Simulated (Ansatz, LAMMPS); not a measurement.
# A vacancy of Ge at several sites of glassy 85GeO2-7MgO-7K2O (mol %) (79 atoms), part 2 of 3

At which site of glassy 85GeO2-7MgO-7K2O (mol %) (79 atoms) does a vacancy of Ge cost least, and what about the site decides it?

Ansatz 0.2.0; Kohn-Sham DFT, r2SCAN, PAW (set soft_2), plane waves.

The cell: 23 Ge, 2 Mg, 4 K and 50 O. The quench rate of 20 K/ps far exceeds what a furnace or splat quench reaches. The network of bonds at the start is that of the classical potential that made the cell. The Brillouin zone is sampled at Γ only, in a cell whose shortest periodic width is 11 Å.

So far. Step 2 (Single point at the start): The r.m.s. force at the start is 1.2 eV/Å. Step 3 (Relaxation): The relaxation converged after 35 steps, 7.91 eV below its start, with a largest force component of 0.022 eV/Å.

## 4. Single point at the relaxed geometry

One more single point at the end of the walk gives the fuller output and checks the residual forces.

The input, input.yaml:

```yaml
crystal:
  lattice:
    - [10.6696, 0.0, 0.0]
    - [0.0, 10.6696, 0.0]
    - [0.0, 0.0, 10.6696]
  atoms:
    - { symbol: Ge, position: [0.00831, 0.47344, 0.08171] }
    - { symbol: Ge, position: [0.30061, 0.97514, 0.38027] }
    - { symbol: Ge, position: [0.70616, 0.27653, 0.433] }
    - { symbol: Ge, position: [0.54325, 0.62681, 0.18532] }
    - { symbol: Ge, position: [0.46029, 0.3514, 0.23692] }
    - { symbol: Ge, position: [0.05102, 0.59931, 0.52782] }
    [... 67 atom lines left out ...]
    - { symbol: O, position: [0.40771, 0.06023, 0.93412] }
    - { symbol: O, position: [0.73452, 0.39524, 0.53897] }
    - { symbol: O, position: [0.11012, 0.28676, 0.75654] }
    - { symbol: O, position: [0.76647, 0.5964, 0.74755] }
    - { symbol: O, position: [0.10308, 0.47905, 0.94629] }
    - { symbol: O, position: [0.44683, 0.21795, 0.14098] }
kpoints:
  mp_grid: { grid: [1, 1, 1] }
hamiltonian:
  xc: r2scan
scf:
  occupations: { method: fixed }
output:
  forces: true
  stress: true
  populations: intrinsic
  dos:
    method: { smearing: { sigma: 0.15 } }
    de: 0.1
    projected: { site_lists: { Ge: [Ge], K: [K], Mg: [Mg], O: [O] } }
  eigenvalues: true
  write_density: true
  write_potential: true
  volumetric_format: npy
  elf: true
```

The run is started by

```bash
$ ansatz run input.yaml --threads 4 --pin off --max-ram 15872MiB --backend cpu --events-out ev --progress --plain --runs-dir out
```

What it wrote:

```text
[...]
Crystal: 79 atoms, lattice volume = 1214.631 Å³
Basis set: ecut = 500 eV, 31031 PW (Γ), exchange–correlation on 320×320×320 points (64 copies of the dense FFT grid, shifted against one another)
Bands: 418, of which v1, the nominal top of the filled ones, is band 339 counted from 1 (338 counted from 0)
Symmetry: 1 space group operations
[...]
k-points: 1
[...]
SCF iter   1: F=—  HF=-137430.157586 eV  |F-HF|=—  |Δ(HF+E_count)|=         —  Δρ=8.56e-3  dr2=6.31e-1  dr2_τ=3.87e0  ethr=1.77e-3  ⟨swp⟩=5.0  Hψ=1380  notcnv=0  defer=75
[...]
SCF iter  10: F=-137431.106330 eV  HF=-137431.106330 eV  |F-HF|=2.74e-8  |Δ(HF+E_count)|=   8.44e-8  Δρ=1.18e-6  dr2=1.81e-8  dr2_τ=1.71e-9  ethr=1.47e-11  ⟨swp⟩=17.0  Hψ=3491  notcnv=0
SCF 1 converged in 10 iterations: F = -137431.106330 eV  dr2 = 1.81e-8
[...]
SCF converged after 10 iterations
Free energy (F): -137431.106330 eV
[...]
Internal energy: -137431.106330 eV  (E = F + TS)
E sigma→0 (E₀):  -137431.106330 eV
Fermi energy:    4.120915 eV
[...]
--- Forces (eV/Å), atoms counted from 1 ---
  atom   1  Ge     0.00035458     0.00213013    -0.00121461
  atom   2  Ge    -0.00151128    -0.00464586     0.00455853
  atom   3  Ge    -0.00470211     0.00123794     0.00064448
  atom   4  Ge     0.00097887     0.00400701     0.00301833
  atom   5  Ge    -0.00054864     0.00030497     0.01009069
  atom   6  Ge     0.00059438     0.00590417    -0.00429730
  atom   7  Ge    -0.00147217     0.00908081    -0.00468218
  atom   8  Ge    -0.00036174    -0.00048617     0.00111457
  atom   9  Ge    -0.00080457    -0.00611720    -0.00074581
  atom  10  Ge    -0.00106391    -0.00113033    -0.00237463
  atom  11  Ge    -0.00029668     0.00136855    -0.00216276
  atom  12  Ge    -0.00282687     0.00161103     0.00032885
  atom  13  Ge     0.00050499     0.00068318     0.00102217
  atom  14  Ge     0.00341362    -0.00497339    -0.00499424
[...]
atom  78  O     -0.00045941    -0.00472596     0.00029039
  atom  79  O      0.00047902    -0.00007091     0.00034020
  max |Σ_I F_I| component: 5.30e-5 eV/Å
--- Stress (GPa, compression-positive) ---
       -1.215810      -0.016786       1.131963
       -0.016786      -3.925576      -0.192486
        1.131968      -0.192488      -2.118384
  P = ⅓ Tr σ = -2.4199 GPa (-24.199 kbar)
--- Band table (eV) ---
[...]
--- intrinsic populations: 79 sites ---
  site symbol       q [e]
     0     Ge     12.3403
     1     Ge     12.3714
     2     Ge     12.3202
[...]
78      O      6.8590
  spilling = -0.000000 (of n_electrons = 678.000000)
```

It took 33 s on 4 threads of Intel Xeon Platinum 8488C (Sapphire Rapids), shared host; peak memory 3.5 GiB; 2 min of CPU time.

Read from the output:

- free energy: -137431.1063 eV
- free energy per atom: -1739.6343 eV/atom
- SCF cycles: 10
- pressure: -2.42 GPa
- r.m.s. force component: 0.00341 eV/Å
- longest force: 0.02361 eV/Å
- Fermi energy: 4.121 eV
- gap (highest filled to lowest empty level): 2.14 eV

Intrinsic-atomic-orbital charges by element and coordination:

```
element  coordination  atoms  mean charge (e)  spread  least    most
     Ge           all     23             1.63  0.0305   1.56    1.68
      K           all      4            0.859  0.0062  0.854   0.869
     Mg           all      2             1.65    0.01   1.64    1.66
      O           all     50           -0.884  0.0773  -1.12  -0.824
```

States in the cell by windows of 1 eV, zero at the Fermi level; the larger projections on atomic orbitals stand beside the total:

```
from (eV)  to (eV)  total   O p  Ge p  Ge s  O s   K p
      -18      -17    9.1   0.1   1.1   0.3  7.2   0.0
      -17      -16    2.0   0.0   0.2   0.1  1.5   0.0
      -16      -13    0.0   0.0   0.0   0.0  0.0   0.0
      -13      -12   18.0   0.2   0.1   0.0  0.0  17.7
      -12      -11    6.0   0.1   0.0   0.0  0.0   5.9
      -11      -10    8.9   5.2   0.3   3.0  0.4   0.0
      -10       -9   10.0   5.9   0.5   2.9  0.6   0.0
       -9       -8   10.9   6.7   0.9   2.4  0.7   0.0
       -8       -7   13.7   8.8   1.6   2.2  0.8   0.0
       -7       -6   20.0  14.8   4.6   0.2  0.2   0.0
       -6       -5   24.9  18.7   4.8   0.3  0.6   0.0
       -5       -4   31.8  25.1   3.9   0.5  1.6   0.0
       -4       -3   51.7  45.9   2.9   0.3  1.4   0.1
       -3       -2   80.7  77.2   1.4   0.2  0.7   0.1
       -2       -1   37.6  36.2   0.5   0.1  0.2   0.0
       -1        0    8.2   7.8   0.2   0.0  0.0   0.0
        0        1    1.5   1.4   0.1   0.0  0.0   0.0
        1        2    0.1   0.0   0.0   0.0  0.0   0.0
        2        3    1.9   0.3   0.0   0.7  0.4   0.0
        3        4    5.8   1.3   0.7   2.6  0.9   0.0
        4        5   12.6   2.9   2.0   5.0  1.9   0.0
```

With fixed occupations the program's Fermi level is the highest filled level; weight inside the gap is the broadening of levels at its edges.

Between -26 and -18 eV lie 319 more states.

The levels nearest the highest filled one (over half full), pooled over k-points and spins:

```
level less the highest filled one (eV)  occupation
                                 -1.10           2
                                 -1.02           2
                                 -0.86           2
                                -0.754           2
                                -0.161           2
                                     0           2
                                  2.14           0
                                  3.67           0
                                  3.77           0
                                  3.86           0
                                  4.12           0
                                  4.21           0
```

Electrostatic potential energy in the ab plane at fractional z = 0.478, with atoms of Ge and K and O within 0.2 Å of it. With pseudopotentials it is smooth inside the atoms' cores, unlike the true potential.

Values in eV, 13 rows by 16 columns, each cell a mean:
```
 10  10   9   5  -1   1   5   4 -11  -8   7  10  10  -3 -27  -1
 10   9   8 -13 -30   1   9   8 -25 -30   6   9   6  -6 -21   2
  9   9   8  -2 -13   7  10   6  -9 -15   2   6  -2 -19 -11   5
  5   6   8   9  10  10   9   1 -28 -34 -14 -26 -21  -8  -3   3
-16 -15   3   9  11  11  10   6 -12 -18  -3 -10  -4   8   7   0
-20 -19 -18 -13  10  11  11  10   8   7   9  10  11  10   9   1
  4   4 -11 -10  10  11  11  11  11  11  11  11  11  10  10   8
  8   7   8   9  10  11  11  11  11  10   9   0   4  10  10  10
 -3 -17  -6   7  10  11  11  11  10   7  -4 -16  -4   8   9   8
-17 -36 -22   5   9  10  11  10  10   5 -14 -28 -12   6   9   6
  1  -9  -1   7   9  10  10   9   8   6 -13 -12   3   9  10   8
  9   8   8   8   8   7 -13  -6  -9  -7 -30 -17  10  11  10  10
 10  10   9   6   2   3  -4  -9 -26 -17   2   9  11  11  10  10
```
Columns run along a (10.7 Å; values clipped at the 3rd and 97th percentile), rows up along b (10.7 Å). Atoms in or near the plane, at fractional coordinates: Ge at (0.57, 0.71), K at (0.09, 0.27), O at (0.56, 0.88), O at (0.89, 0.92), O at (0.67, 0.12), O at (0.73, 0.70), O at (0.26, 0.85).

ELF in the ab plane at fractional z = 0.478, with atoms of Ge and K and O within 0.2 Å of it. It is the smooth field of the valence electrons, not physical close to the nuclei.

Ten even steps from '0' (0.00) to '9' (0.87), each cell a mean:
```
300000233222211344310002799997
400003677631015888862003896698
300027877972028956983002688897
100038965983027977961001356763
000016899972013666421343222221
310001577730001211125787322233
641000012100001100048768622467
742100000000011100148778711478
422234431000001122227999500366
211378985100000011113565200123
223687997200000000000000000011
213798997200000000000111000122
201589984000000000025776300244
100135530000000000037998610123
012210000000000000026888620000
479974000000000111013566410000
899998300000000011111122100002
997799500000000000121112100003
799997300012210001344321000001
268862000156652014788751000000
001100000389985125875884000000
000000000489997224887984000000
000000001378886212478861001100
000000011246653212122210267753
```
Columns run along a (10.7 Å), rows up along b (10.7 Å). Atoms in or near the plane, at fractional coordinates: Ge at (0.57, 0.71), K at (0.09, 0.27), O at (0.56, 0.88), O at (0.89, 0.92), O at (0.67, 0.12), O at (0.73, 0.70), O at (0.26, 0.85).

The highest filled and lowest empty levels differ by 2.14 eV (at Γ alone); a semilocal functional tends to put such gaps too low. In a disordered cell it changes from sample to sample, and tail or defect levels can set it. Mean intrinsic-atomic-orbital charges: Ge +1.63, K +0.86, Mg +1.65, O -0.88 e. The largest share in the top eV of filled states is O p (96 % of the projected weight), and in the lowest eV of empty states Ge s (39 % of the projected weight).

## 5. Vacancy of Ge, site Ge18

The site has 4 bonded neighbours (O4) at 1.76 Å on average, by cutoffs that count no bonds between two metal atoms or like ions. The change is made in the relaxed cell and the atoms are relaxed again, with spin allowed.

The input, input.yaml:

```yaml
crystal:
  lattice:
    - [10.6696, 0.0, 0.0]
    - [0.0, 10.6696, 0.0]
    - [0.0, 0.0, 10.6696]
  atoms:
    [... atom lines 1 to 14 left out ...]
    - { symbol: Ge, position: [0.45044, 0.52181, 0.72465] }
    - { symbol: Ge, position: [0.19731, 0.83544, 0.62919] }
    - { symbol: Ge, position: [0.20185, 0.39328, 0.84171] }
    - { symbol: Ge, position: [0.53202, 0.02832, 0.82882] }
    - { symbol: Ge, position: [0.12298, 0.0376, 0.17994] }
    - { symbol: Ge, position: [0.95698, 0.22066, 0.7805] }
    - { symbol: Ge, position: [0.8122, 0.46351, 0.6701] }
    [... atom lines 22 to 78 left out ...]
magnetization:
  spin_polarized: true
kpoints:
  mp_grid: { grid: [1, 1, 1] }
hamiltonian:
  xc: r2scan
scf:
  occupations: { method: fermi_dirac, width: 0.025 }
  lower_state_search: "off"
output:
  forces: true
  eigenvalues: true
relax:
  f_tol: 0.05
  max_steps: 90
```

What it wrote:

```text
[...]
Crystal: 78 atoms, lattice volume = 1214.631 Å³
Basis set: ecut = 500 eV, 31031 PW (Γ), exchange–correlation on 320×320×320 points (64 copies of the dense FFT grid, shifted against one another)
Bands: 412, of which v1, the nominal top of the filled ones, is band 332 counted from 1 (331 counted from 0)
Symmetry: 1 space group operations
[...]
k-points: 1
[...]
Starting moments: Σ|m| = 2.4 μB on 4 of 78 sites
[...]
SCF iter   1: F=-133067.885179 eV  HF=-133136.223267 eV  |F-HF|=6.83e1  |Δ(HF+E_count)|=         —  Δρ=5.30e-2 (↑4.44e-2 ↓5.30e-2)  dr2=1.04e2  dr2_τ=2.39e0  dr2_m=2.65e0  M=4.000 μB ∫|m|=4.269 μB  β_m=0.30  ethr=3.10e-3  ⟨swp⟩=6.0  Hψ=3152  notcnv=0  defer=96
[...]
spin=Collinear: Resta preconditioning applied to the charge; magnetization (m = ρ↑ − ρ↓) channel mixes plain (no charge-response kernel on spin).
SCF iter   2: F=-133074.710101 eV  HF=-133122.648241 eV  |F-HF|=4.79e1  |Δ(HF+E_count)|=    1.36e1  Δρ=4.65e-2 (↑3.06e-2 ↓4.65e-2)  dr2=7.01e1  dr2_τ=1.52e0  dr2_m=2.23e0  M=2.770 μB ∫|m|=3.222 μB  β_m=0.30  ethr=3.10e-3  ⟨swp⟩=3.0  Hψ=1374  notcnv=0  defer=140  κ⁻¹=1.0e0(r=1)
[...]
spin=Collinear: Kerker preconditioning applied to the charge; magnetization (m = ρ↑ − ρ↓) channel mixes plain (no charge-response kernel on spin).
SCF iter   3: F=-133104.728727 eV  HF=-133120.597527 eV  |F-HF|=1.59e1  |Δ(HF+E_count)|=    2.05e0  Δρ=2.97e-2 (↑2.45e-2 ↓2.97e-2)  dr2=3.07e1  dr2_τ=6.93e-1  dr2_m=1.24e0  M=4.000 μB ∫|m|=4.206 μB  β_m=0.30  ethr=3.10e-3  ⟨swp⟩=2.0  Hψ=1307  notcnv=0  defer=140  κ⁻¹=6.8e-2(r=2)
SCF iter   4: F=-133103.250195 eV  HF=-133118.015027 eV  |F-HF|=1.48e1  |Δ(HF+E_count)|=    2.58e0  Δρ=2.72e-2 (↑1.49e-2 ↓2.72e-2)  dr2=2.26e1  dr2_τ=4.27e-1  dr2_m=1.47e0  M=3.999 μB ∫|m|=4.331 μB  β_m=0.30  ethr=3.10e-3  ⟨swp⟩=3.0  Hψ=979  notcnv=0  defer=140  κ⁻¹=6.7e-2(r=3)
[...]
SCF iter  12: F=-133113.842887 eV  HF=-133116.532257 eV  |F-HF|=2.69e0  |Δ(HF+E_count)|=   4.29e-2  Δρ=1.24e-2 (↑4.11e-3 ↓1.24e-2)  dr2=3.56e0  dr2_τ=8.90e-2  dr2_m=3.29e-1  M=4.000 μB ∫|m|=4.427 μB  β_m=1.20  ethr=2.52e-4  ⟨swp⟩=2.5  Hψ=1166  notcnv=0  defer=145
[...]
spin-set hold released at iteration 12 (site moments contracting): the magnetisation degrees of freedom join the quasi-Newton model from the next iteration; the mixer history was flushed
SCF iter  13: F=-133114.295728 eV  HF=-133116.362563 eV  |F-HF|=2.07e0  |Δ(HF+E_count)|=   1.70e-1  Δρ=8.20e-3 (↑4.84e-3 ↓8.20e-3)  dr2=2.82e0  dr2_τ=1.95e-2  dr2_m=1.18e-1  M=4.000 μB ∫|m|=4.457 μB  β_m=1.20  ethr=2.52e-4  ⟨swp⟩=3.0  Hψ=1233  notcnv=0  defer=145  κ⁻¹=1.0e0(r=1)
SCF iter  14: F=-133113.739438 eV  HF=-133116.416283 eV  |F-HF|=2.68e0  |Δ(HF+E_count)|=   5.37e-2  Δρ=1.10e-2 (↑4.01e-3 ↓1.10e-2)  dr2=3.72e0  dr2_τ=3.51e-2  dr2_m=2.61e-1  M=4.000 μB ∫|m|=4.483 μB  β_m=1.20  ethr=2.52e-4  ⟨swp⟩=2.0  Hψ=1171  notcnv=0  defer=145  κ⁻¹=8.7e-2(r=2)
[...]
SCF iter  21: F=-133116.447956 eV  HF=-133116.656893 eV  |F-HF|=2.09e-1  |Δ(HF+E_count)|=   6.42e-3  Δρ=2.02e-3 (↑1.38e-3 ↓2.02e-3)  dr2=2.98e-1  dr2_τ=2.01e-3  dr2_m=7.23e-3  M=4.000 μB ∫|m|=4.436 μB  β_m=1.20  ethr=6.56e-5  ⟨swp⟩=3.0  Hψ=1062  notcnv=0  defer=145  κ⁻¹=1.9e-3(r=8)
[...]
SCF iter  23: F=-133116.452648 eV  HF=-133116.617959 eV  |F-HF|=1.65e-1  |Δ(HF+E_count)|=   2.96e-3  Δρ=3.40e-3 (↑8.13e-4 ↓3.40e-3)  dr2=2.39e-1  dr2_τ=3.93e-3  dr2_m=2.81e-2  M=4.000 μB ∫|m|=4.429 μB  β_m=1.20  ethr=1.58e-5  ⟨swp⟩=3.0  Hψ=1235  notcnv=0  defer=141  κ⁻¹=1.8e-3(r=8)
[...]
SCF iter  44: F=-133116.633203 eV  HF=-133116.633198 eV  |F-HF|=5.26e-6  |Δ(HF+E_count)|=   1.78e-4  Δρ=7.45e-5 (↑3.62e-5 ↓7.45e-5)  dr2=6.50e-5  dr2_τ=6.55e-7  dr2_m=6.06e-6  M=4.000 μB ∫|m|=4.447 μB  β_m=1.20  ethr=1.47e-8  ⟨swp⟩=3.0  Hψ=1513  notcnv=0  defer=141  κ⁻¹=1.8e-3(r=8)
SCF iter  45: F=-133116.633290 eV  HF=-133116.633281 eV  |F-HF|=8.43e-6  |Δ(HF+E_count)|=   8.34e-5  Δρ=4.32e-5 (↑2.86e-5 ↓4.32e-5)  dr2=2.58e-5  dr2_τ=2.36e-7  dr2_m=1.10e-6  M=4.000 μB ∫|m|=4.447 μB  ethr=9.41e-9  ⟨swp⟩=14.0  Hψ=4771  notcnv=0
SCF 1 converged in 45 iterations: F = -133116.633290 eV  dr2 = 2.58e-5
[...]
relax step   1: F+E_penalty+E_count = -133116.63328982 eV  Δ(F+E_penalty+E_count) = +0.000e0 eV  max|allowed force component| = 1.373e0 eV/Å  Δτ_max = 0.0000 Å  (45 SCF iters, dr2 threshold 6.25e-5 eV, accepted)
[... from here on, the SCF cycles and remarks between the steps are left out ...]
relax step   2: F+E_penalty+E_count = -133117.12057992 eV  Δ(F+E_penalty+E_count) = -4.873e-1 eV  max|allowed force component| = 1.151e0 eV/Å  Δτ_max = 0.1916 Å  (14 SCF iters, dr2 threshold 1.00e-4 eV, accepted)
relax step   3: F+E_penalty+E_count = -133117.45765323 eV  Δ(F+E_penalty+E_count) = -3.371e-1 eV  max|allowed force component| = 9.157e-1 eV/Å  Δτ_max = 0.1914 Å  (10 SCF iters, dr2 threshold 8.28e-5 eV, accepted)
relax step   4: F+E_penalty+E_count = -133117.63424754 eV  Δ(F+E_penalty+E_count) = -1.766e-1 eV  max|allowed force component| = 5.196e-1 eV/Å  Δτ_max = 0.1944 Å  (10 SCF iters, dr2 threshold 1.00e-4 eV, accepted)
relax step   5: F+E_penalty+E_count = -133117.76097285 eV  Δ(F+E_penalty+E_count) = -1.267e-1 eV  max|allowed force component| = 3.251e-1 eV/Å  Δτ_max = 0.1950 Å  (10 SCF iters, dr2 threshold 8.69e-5 eV, accepted)
relax step   6: F+E_penalty+E_count = -133117.83901067 eV  Δ(F+E_penalty+E_count) = -7.804e-2 eV  max|allowed force component| = 3.718e-1 eV/Å  Δτ_max = 0.1720 Å  (10 SCF iters, dr2 threshold 3.40e-5 eV, accepted)
relax step   7: F+E_penalty+E_count = -133117.87177708 eV  Δ(F+E_penalty+E_count) = -3.277e-2 eV  max|allowed force component| = 4.398e-1 eV/Å  Δτ_max = 0.1732 Å  (10 SCF iters, dr2 threshold 5.41e-5 eV, accepted)
relax step   8: F+E_penalty+E_count = -133117.92748431 eV  Δ(F+E_penalty+E_count) = -5.571e-2 eV  max|allowed force component| = 1.728e-1 eV/Å  Δτ_max = 0.0966 Å  (8 SCF iters, dr2 threshold 1.00e-4 eV, accepted)
relax step   9: F+E_penalty+E_count = -133117.94410988 eV  Δ(F+E_penalty+E_count) = -1.663e-2 eV  max|allowed force component| = 9.986e-2 eV/Å  Δτ_max = 0.0459 Å  (10 SCF iters, dr2 threshold 4.61e-6 eV, accepted)
relax step  10: F+E_penalty+E_count = -133117.95445002 eV  Δ(F+E_penalty+E_count) = -1.034e-2 eV  max|allowed force component| = 6.641e-2 eV/Å  Δτ_max = 0.0371 Å  (12 SCF iters, accepted)
relax step  11: F+E_penalty+E_count = -133117.95984126 eV  Δ(F+E_penalty+E_count) = -5.391e-3 eV  max|allowed force component| = 4.766e-2 eV/Å  Δτ_max = 0.0257 Å  (12 SCF iters, accepted)
[...]
SCF iter   2: F=-133117.959841 eV  HF=-133117.959841 eV  |F-HF|=2.35e-8  |Δ(HF+E_count)|=   1.59e-8  Δρ=1.29e-6 (↑1.00e-6 ↓1.29e-6)  dr2=3.50e-8  dr2_τ=2.67e-10  dr2_m=4.02e-10  M=4.000 μB ∫|m|=4.538 μB  ethr=9.69e-12  ⟨swp⟩=3.0  Hψ=1829  notcnv=0
SCF 12 converged in 2 iterations: F = -133117.959841 eV  dr2 = 3.50e-8
SCF converged after 2 iterations
Stability not checked: this state was not tested for a lower state beside it, because the mixer in use, unlike msr1, does not test its closes by its own steps (another_mixer; see scf.mixing.algorithm and scf.lower_state_search)
Magnetization: 4.0000 μB (334.0000 up, 330.0000 down)
Absolute magnetization: 4.5418 μB (∫|ρ↑−ρ↓|, with the PAW one-centre terms)
[...]
Per-site moments (μB) at R_I (Å): [(-3.556101e-5, 0.719504), (-7.474453e-5, 0.716723), (-3.952313e-5, 0.714612), (0.000143507, 0.710908), (-1.761031e-5, 0.708668), [...]
Free energy (F): -133117.959841 eV
[...]
Internal energy: -133117.959840 eV  (E = F + TS)
E sigma→0 (E₀):  -133117.959841 eV
Entropy (-TS):   -0.000001 eV (-0.000 meV/atom)
Fermi energy:    3.645557 eV
[...]
Σ components = -133117.959841   (vs F -133117.959841, Δ=0.00e0)
--- Forces (eV/Å), atoms counted from 1 ---
  atom   1  Ge     0.00609881     0.00411848     0.00632339
  atom   2  Ge     0.00383864     0.00728168     0.00417535
  atom   3  Ge     0.01564183    -0.01231236    -0.00965580
  atom   4  Ge     0.01802826    -0.02080395    -0.00130084
[...]
atom  78  O     -0.00565749     0.00176010    -0.00351701
  max |Σ_I F_I| component: 1.32e-4 eV/Å
--- Band table (eV) ---
[...]
--- Relaxed structure (11 steps of the walk, 11 accepted, 0 SCFs on fresh bases) ---
  F+E_penalty+E_count = -133117.95984126 eV   max|allowed force component| = 4.766e-2 eV/Å
  atoms:
    - { symbol: Ge, position: [0.0039562, 0.470322, 0.093910] }
    - { symbol: Ge, position: [0.296676, 0.974751, 0.374996] }
    - { symbol: Ge, position: [0.704918, 0.276315, 0.430214] }
    - { symbol: Ge, position: [0.536360, 0.625724, 0.187503] }
[...]
- { symbol: O, position: [0.449385, 0.213060, 0.143155] }
```

It took 16 min on 4 threads; peak memory 5 GiB; 63 min of CPU time.

The relaxation converged after 11 steps, 1.33 eV below its start, with a largest force component of 0.048 eV/Å.

A closer look about the place of the removed atom, after relaxation: 11 atoms, nearest first, numbered in the order of the input, with positions taken from that point.

```
atom      x      y      z  distance (Å)  moment (μB)
 O62  -0.80   0.40  -1.40          1.66         0.70
 O64  -1.46   0.32   1.19          1.91         0.72
 O56   1.55  -1.39  -0.10          2.09         0.39
 O71   1.93   1.09  -0.55          2.29         0.50
Ge15   0.51  -2.14  -1.27          2.54        -0.01
 O55   0.63  -0.30   2.59          2.68         0.03
Ge18   1.29   2.71  -0.49          3.04         0.00
 O34  -1.19  -2.66  -0.93          3.06         0.00
 O32   0.53  -1.15  -2.79          3.06         0.09
 O73   0.10   3.02   0.78          3.12         0.00
Ge10  -1.13   0.20   2.93          3.15        -0.01
```

The largest move is 0.94 Å, by O56.

(Continued in part 3 of 3.)

[Long decimals in the printed logs are rounded to 6 places.]

[Logs are printed without paths, hosts, clocks, repeated set-up lines and the standing remarks that a program may print on its own settings, such as how far it seeks lower states.]

[Hosts, paths, dates, database ids (printed as entryN), source tags and the programs' standing remarks are cut or masked in the printed files.]
